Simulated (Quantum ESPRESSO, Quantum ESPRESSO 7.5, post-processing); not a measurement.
# Hf2CO2 MXene, 1 layer, stepped through the field along the normal

Aim: how the results for Hf2CO2 MXene, 1 layer change with the field along the normal.

Method: plane-wave DFT, PBE, GBRV ultrasoft pseudopotentials (geometry by pw.x at PBE-D3(BJ), GBRV ultrasoft), in Quantum ESPRESSO 7.5.

Most raw output is cut from this account.

## (1) Set-up

The cell holds 5 atoms: 2 O, 2 Hf and 1 C. Its edges and angles: a = 3.289 Å, b = 3.289 Å, c = 21.953 Å, α = 90.0°, β = 90.0°, γ = 120.0°. It derives from Hf2CO2. Vacuum lies along c.

Set-up: Cell and atoms are relaxed without a field with a D3(BJ) correction and then held. Sawtooth field with dipole correction, 17 Å of vacuum in the starting cell, Fermi-Dirac smearing of 0.002 Ry; bands along a path at each field.

Members -0.05, 0.1, -0.1, 0.2, -0.2, 0.3 and -0.3 took the same steps and show in the table alone.

## (2) Variable-cell relaxation of the reference

What the set-up leaves free in this member is relaxed.

Input file ref.relax.in:

```
&control
  prefix = 'ref.relax'
  outdir = './out'
  pseudo_dir = './pseudo'
  nstep = 80
  forc_conv_thr = 0.0004
  calculation = 'vc-relax'
  etot_conv_thr = 1e-06
/
&system
  ibrav = 0
  nat = 5
  ntyp = 3
  ecutwfc = 50
  ecutrho = 250
  vdw_corr = 'grimme-d3'
  dftd3_version = 4
  occupations = 'smearing'
  smearing = 'fd'
  degauss = 0.004
/
&electrons
  conv_thr = 1e-09
  mixing_beta = 0.4
  electron_maxstep = 120
  mixing_mode = 'plain'
/
&ions
/
&cell
  cell_dofree = '2Dxy'
  press_conv_thr = 0.3
/
ATOMIC_SPECIES
  O   15.9990  o_pbe_v1.2.uspp.F.UPF
  Hf  178.4900  hf_pbe_v1.uspp.F.UPF
  C   12.0110  c_pbe_v1.2.uspp.F.UPF
CELL_PARAMETERS angstrom
  3.28900000000000 0.00000000000000 0.00000000000000
  -1.64450000000000 2.84835755304702 0.00000000000000
  0.00000000000000 0.00000000000000 21.95294679561928
ATOMIC_POSITIONS crystal
  O   0.333333333300 0.666666666700 0.387191755127
  Hf  0.666666666700 0.333333333300 0.440884848582
  C   0.000000000000 0.000000000000 0.500000000000
  Hf  0.333333333300 0.666666666700 0.559115151418
  O   0.666666666700 0.333333333300 0.612808244873
K_POINTS automatic
  12 12 1 0 0 0
```

Launch:

```
$ OMP_NUM_THREADS=1 mpirun -n 4 pw.x -nk 4 -in ref.relax.in > ref.relax.out
```

The job ended after 4.9 min (4 MPI ranks of Intel Xeon Platinum 8488C (Sapphire Rapids), shared host; peak memory 1.2 GiB).

Relaxation path:

```csv
step,energy less that of the first step (eV),largest force (eV/Å),volume (Å³)
1,0.0000,4.5940,205.66
2,-0.8656,1.2662,202.99
3,-0.9465,0.5409,200.97
4,-0.9616,0.4351,200.53
5,-0.9742,0.2698,200.29
6,-0.9843,0.1136,200.26
7,-0.9876,0.0572,200.62
8,-0.9888,0.0659,201.09
9,-0.9898,0.0287,201.75
10,-0.9898,0.0048,201.91
11,-0.9898,0.0003,201.91
12,-0.9900,0.0076,201.91
```

```csv
cell as run,before,after,change
a (Å),3.289,3.259,-0.9 %
b (Å),3.289,3.259,-0.9 %
```

The atoms that moved most (Å, along periodic axes as changes of fractional coordinates times the final cell, across vacuum about the mean position):

```csv
atom,dx,dy,dz,length
O1,0.000,0.000,0.167,0.167
O5,0.000,0.000,-0.167,0.167
Hf4,0.000,0.000,0.078,0.078
Hf2,0.000,0.000,-0.078,0.078
```

Final coordinates:

```xyz
5
Lattice="3.2589 0.0000 0.0000 -1.6294 2.8223 0.0000 0.0000 0.0000 21.9529" Properties=species:S:1:pos:R:3
O     0.0000    1.8815    8.6674
Hf    1.6294    0.9408    9.6012
C     0.0000    0.0000   10.9765
Hf    0.0000    1.8815   12.3518
O     1.6294    0.9408   13.2855
```

 The last row is no step: it is a fresh SCF in the final cell with a new plane-wave basis, -0 meV from the row before.

This step gave:

| Quantity | Value |
| --- | --- |
| free energy | -5369.4132 eV |
| Fermi energy | 0.7998 eV |

## (3) SCF with pw.x, 0 V/Å

The self-consistent run of this member.

Level of this step: plane-wave DFT, PBE, GBRV ultrasoft pseudopotentials (Quantum ESPRESSO 7.5).

Input file m0.scf.in:

```
&control
  prefix = 'm0.scf'
  outdir = './out'
  pseudo_dir = './pseudo'
  calculation = 'scf'
  tprnfor = .true.
  tefield = .true.
  dipfield = .true.
/
&system
  ibrav = 0
  nat = 5
  ntyp = 3
  ecutwfc = 40
  ecutrho = 200
  occupations = 'smearing'
  smearing = 'fd'
  degauss = 0.002
  edir = 3
  emaxpos = 0.97
  eopreg = 0.04
  eamp = 0.0
  nbnd = 26
/
&electrons
  conv_thr = 1e-09
  mixing_beta = 0.4
  electron_maxstep = 120
  mixing_mode = 'plain'
/
ATOMIC_SPECIES
  O   15.9990  o_pbe_v1.2.uspp.F.UPF
  Hf  178.4900  hf_pbe_v1.uspp.F.UPF
  C   12.0110  c_pbe_v1.2.uspp.F.UPF
CELL_PARAMETERS angstrom
  3.25885805400000 0.00000000000000 0.00000000000000
  -1.62942902700000 2.82225386200000 0.00000000000000
  0.00000000000000 0.00000000000000 21.95294679600000
ATOMIC_POSITIONS crystal
  O   0.333333333300 0.666666666700 0.394817234100
  Hf  0.666666666700 0.333333333300 0.437351709200
  C   0.000000000000 0.000000000000 0.500000000000
  Hf  0.333333333300 0.666666666700 0.562648290800
  O   0.666666666700 0.333333333300 0.605182765900
K_POINTS automatic
  12 12 1 0 0 0
```

Launch:

```
$ OMP_NUM_THREADS=1 mpirun -n 4 pw.x -nk 4 -in m0.scf.in > m0.scf.out
```

Elapsed: 57 s, on 4 MPI ranks; peak memory 0.99 GiB.

Read from the output:

- free energy: -5368.4688 eV
- Fermi energy: 0.8068 eV
- dipole along the normal: 2.08e-5 e·Å
- valence top, on the run's zero: 0.3047 eV
- conduction bottom, on the run's zero: 1.328 eV
- gap by band count: 1.023 eV

## (4) Potential by pp.x, 0 V/Å

plot_num = 11 writes the bare and Hartree potential, from which vacuum levels or, in a crystal, the mean potential are read.

Input file m0.pot.in:

```
&inputpp
  prefix = 'm0.scf'
  outdir = './out'
  filplot = 'm0.pot.dat'
  plot_num = 11
/
```

Launch:

```
$ OMP_NUM_THREADS=1 mpirun -n 4 pp.x -in m0.pot.in > m0.pot.out
```

The job ended after 1.7 s (4 MPI ranks; peak memory 0.15 GiB).

Numbers from this step:

- slope of the potential above: 2.82e-5 eV/Å
- upper vacuum line continued to the top atoms, over the valence top: 5.394 eV
- slope of the potential below: -2.08e-5 eV/Å
- lower vacuum line continued to the bottom atoms, over the valence top: 5.394 eV
- vacuum level at the upper face over the valence top of the mesh: 5.394 eV
- vacuum level at the lower face over the valence top of the mesh: 5.394 eV

Electrostatic potential energy of an electron, with the sawtooth; zero at the highest filled level of the SCF mesh. Table of potential energy, planar mean by z:

```csv
z (Å),"potential energy, planar mean (eV)"
0,5.39
1,5.39
2,5.39
3,5.39
4,5.39
5,5.39
6,5.39
7,5.31
8,2.93
9,-10.1
10,-6.81
11,-7.39
12,-6.91
13,-10.4
14,3.27
15,5.32
16,5.39
17,5.39
18,5.39
19,5.39
20,5.39
21,5.39
```

## (5) Bands along a path, 0 V/Å

Bands along a path place the edges.

m0.bands.in is the input of step 3 with these lines changed:

```diff
@@ -1,7 +1,6 @@
 &control
-  prefix = 'm0.scf'
+  prefix = 'm0.bands'
   outdir = './out'
   pseudo_dir = './pseudo'
-  calculation = 'scf'
-  tprnfor = .true.
+  calculation = 'bands'
   tefield = .true.
@@ -25,6 +24,6 @@
 &electrons
-  conv_thr = 1e-09
+  conv_thr = 1e-07
   mixing_beta = 0.4
   electron_maxstep = 120
-  mixing_mode = 'plain'
+  mixing_mode = 'local-TF'
 /
@@ -44,3 +43,7 @@
   O   0.666666666700 0.333333333300 0.605182765900
-K_POINTS automatic
-  12 12 1 0 0 0
+K_POINTS crystal_b
+4
+  0.0000000000 0.0000000000 0.0000000000 10
+  0.5000000000 0.0000000000 0.0000000000 10
+  0.3333333333 0.3333333333 0.0000000000 10
+  0.0000000000 0.0000000000 0.0000000000 1
```

Launch:

```
$ cp -r out/m0.scf.save out/m0.bands.save
$ cp out/m0.scf.xml out/m0.bands.xml
$ OMP_NUM_THREADS=1 mpirun -n 4 pw.x -nk 4 -in m0.bands.in > m0.bands.out
```

Elapsed: 13 s, on 4 MPI ranks; peak memory 0.39 GiB.

Numbers from this step:

* valence top, on the run's zero: 0.3045 eV
* gap by band count: 1.024 eV

Band numbers count within the set of bands kept for display. The electronic bands at the labelled points (eV, zero at the highest filled level of the SCF mesh; v1 is the highest filled band, c1 the lowest empty one):

```csv
point,v4,v3,v2,v1,c1,c2,c3,c4
Γ,-4.27,-1.43,0.00,0.00,2.33,2.33,2.64,3.84
halfway,-3.93,-2.45,-1.18,-1.02,1.53,3.58,3.74,4.34
M,-3.73,-3.06,-1.50,-1.13,1.02,3.61,4.80,4.90
halfway,-3.75,-2.87,-2.06,-1.73,1.95,3.78,4.08,4.59
K,-3.88,-2.45,-2.41,-2.41,2.65,3.66,3.66,4.58
halfway,-4.00,-2.43,-1.72,-1.24,2.03,3.15,4.14,4.20
Γ,-4.27,-1.43,0.00,0.00,2.33,2.33,2.64,3.84
```

Along this path the valence top lies at Γ and the conduction bottom at M.

## (6) Self-consistent run, 0.05 V/Å

m1.scf.in is the input of step 3 with these lines changed:

```diff
@@ -1,3 +1,3 @@
 &control
-  prefix = 'm0.scf'
+  prefix = 'm1.scf'
   outdir = './out'
@@ -21,3 +21,3 @@
   eopreg = 0.04
-  eamp = 0.0
+  eamp = 0.00097235
   nbnd = 26
@@ -29,2 +29,3 @@
   mixing_mode = 'plain'
+  startingpot = 'file'
 /
```

Launch:

```
$ cp -r out/m0.scf.save out/m1.scf.save
$ OMP_NUM_THREADS=1 mpirun -n 4 pw.x -nk 4 -in m1.scf.in > m1.scf.out
```

Elapsed: 40 s, on 4 MPI ranks; peak memory 0.91 GiB.

Read from the output:

```
free energy                          : -5368.4691 eV
Fermi energy                         : 0.8148 eV
dipole along the normal              : 0.01399 e·Å
valence top, on the run's zero       : 0.3128 eV
conduction bottom, on the run's zero : 1.336 eV
gap by band count                    : 1.023 eV
```

## (7) Self-consistent run, 0.4 V/Å

m9.scf.in is the input of step 6 with these lines changed:

```diff
@@ -1,3 +1,3 @@
 &control
-  prefix = 'm1.scf'
+  prefix = 'm9.scf'
   outdir = './out'
@@ -21,3 +21,3 @@
   eopreg = 0.04
-  eamp = 0.00097235
+  eamp = 0.00777876
   nbnd = 26
```

Launch:

```
$ cp -r out/m0.scf.save out/m9.scf.save
$ OMP_NUM_THREADS=1 mpirun -n 4 pw.x -nk 4 -in m9.scf.in > m9.scf.out
```

Elapsed: 54 s, on 4 MPI ranks; peak memory 0.93 GiB.

This step gave:

* free energy: -5368.4913 eV
* Fermi energy: 0.8689 eV
* dipole along the normal: 0.1124 e·Å
* valence top, on the run's zero: 0.3650 eV
* conduction bottom, on the run's zero: 1.388 eV

## (8) Self-consistent run, -0.4 V/Å

m10.scf.in is the input of step 7 with these lines changed:

```diff
@@ -1,3 +1,3 @@
 &control
-  prefix = 'm9.scf'
+  prefix = 'm10.scf'
   outdir = './out'
@@ -21,3 +21,3 @@
   eopreg = 0.04
-  eamp = 0.00777876
+  eamp = -0.00777876
   nbnd = 26
```

Launch:

```
$ cp -r out/m0.scf.save out/m10.scf.save
$ OMP_NUM_THREADS=1 mpirun -n 4 pw.x -nk 4 -in m10.scf.in > m10.scf.out
```

The job ended after 54 s (4 MPI ranks; peak memory 0.65 GiB).

This step gave:

* Fermi energy: 0.7375 eV
* dipole along the normal: -0.1124 e·Å
* valence top, on the run's zero: 0.2336 eV
* conduction bottom, on the run's zero: 1.256 eV

## (9) The series side by side

The series in one table, energies over the lowest:

```csv
the field along the normal,dipole (e Å),gap along the path (eV),"upper vacuum line at the top atoms, over the zero (eV)","lower vacuum line at the bottom atoms, over the zero (eV)",energy (eV)
-0.4 V/Å,-0.1124,1.023,5.584,5.219,0.0000
-0.3 V/Å,-0.0843,1.023,5.535,5.262,0.0098
-0.2 V/Å,-0.05613,1.023,5.486,5.306,0.0169
-0.1 V/Å,-0.02813,1.023,5.44,5.349,0.0211
-0.05 V/Å,-0.01399,1.024,5.417,5.372,0.0221
0 V/Å,2.082e-05,1.024,5.394,5.394,0.0225
0.05 V/Å,0.01399,1.024,5.372,5.417,0.0221
0.1 V/Å,0.02813,1.023,5.349,5.441,0.0211
0.2 V/Å,0.05613,1.023,5.306,5.487,0.0169
0.3 V/Å,0.0843,1.023,5.262,5.535,0.0098
0.4 V/Å,0.1124,1.023,5.219,5.584,0.0000
```

## (10) The arithmetic

4πα/A = 180.95 × 0.2810 e Å²/V / 9.197 Å² = 5.53 Å.

In linear response the energy changes by −(p₀ + p)E/2: at 0.2 V/Å, −(0.0000 + 0.0561) × 0.2/2 = -0.0056 eV; the runs give -0.0056 eV.

## (11) Outcome

```json
{
  "4πα/A from the weak fields": "5.53 Å",
  "gap along the path, at -0.4 V/Å and at 0.4 V/Å": "1.02, 1.02 eV",
  "upper vacuum line at the top atoms, over the zero, at -0.4 V/Å and at 0.4 V/Å": "5.58, 5.22 eV",
  "lower vacuum line at the bottom atoms, over the zero, at -0.4 V/Å and at 0.4 V/Å": "5.22, 5.58 eV"
}
```

What this shows: The series holds 11 members; 4πα/A from the weak fields: 5.53 Å (PBE, GBRV ultrasoft). The strongest fields leave the weak-field line by 0.1 % of the induced dipole. From -0.4 V/Å to 0.4 V/Å the gap along the path stays within 0.001 eV. From -0.4 V/Å to 0.4 V/Å the upper vacuum line at the top atoms, over the zero falls from 5.58 to 5.22 eV. From -0.4 V/Å to 0.4 V/Å the lower vacuum line at the bottom atoms, over the zero rises from 5.22 to 5.58 eV. Ions are held; semilocal gaps are too small; in strong fields empty levels can belong to the vacuum.

[Logs are printed without paths, hosts, clocks, repeated set-up lines and the standing remarks that a program may print on its own settings, such as how far it seeks lower states.]

[Hosts, paths, dates, database ids (printed as entryN), source tags and the programs' standing remarks are cut or masked in the printed files.]

[Maps of the electrostatic potential energy from Ansatz leave out the sawtooth potential of an applied field or a dipole correction, so their vacuum need not be flat; planar profiles and work functions include it.]
